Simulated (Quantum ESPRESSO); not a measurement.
# Voltage at the next charge: Rh(111), 5 layers against an electrode

**Set-up.** Quantum ESPRESSO 7.5, PBE, GBRV ultrasoft; ESM with bc3, a metal electrode 5.99 Å above the top atoms; cell area 6.253 Å²; ions fixed. V is the potential energy of an electron at the electrode over the slab's Fermi level, divided by e, so that it equals the work function at zero charge; positive charge removes electrons.

| charge (e a cell) | V (V) |
| --- | --- |
| 0 | 5.173 |
| 0.0094 | 6.358 |
| 0.0188 | 7.554 |

To predict: What is V at a charge of 0.0375 e, and what capacitance do the rows imply?

**Worked estimate.** The last two rows give dV/dq = (7.554 − 6.358)/(0.0188 − 0.0094) = 127.2 V/e, so C = 1602/(6.253 × 127.2) = 2.01 µF/cm², an effective gap of 8.854/2.01 = 4.40 Å. At constant C, V = 7.554 + 127.2 × 0.0187 = 9.93 V.

What the calculation gave: V = 9.964 V; the estimate misses by −0.03 V, 1.3 % of the step. Over the three intervals C goes 2.03, 2.01 and 1.99 µF/cm².

Caveats: Vacuum fills the gap; a dielectric or electrolyte would change C. The slab is thin.
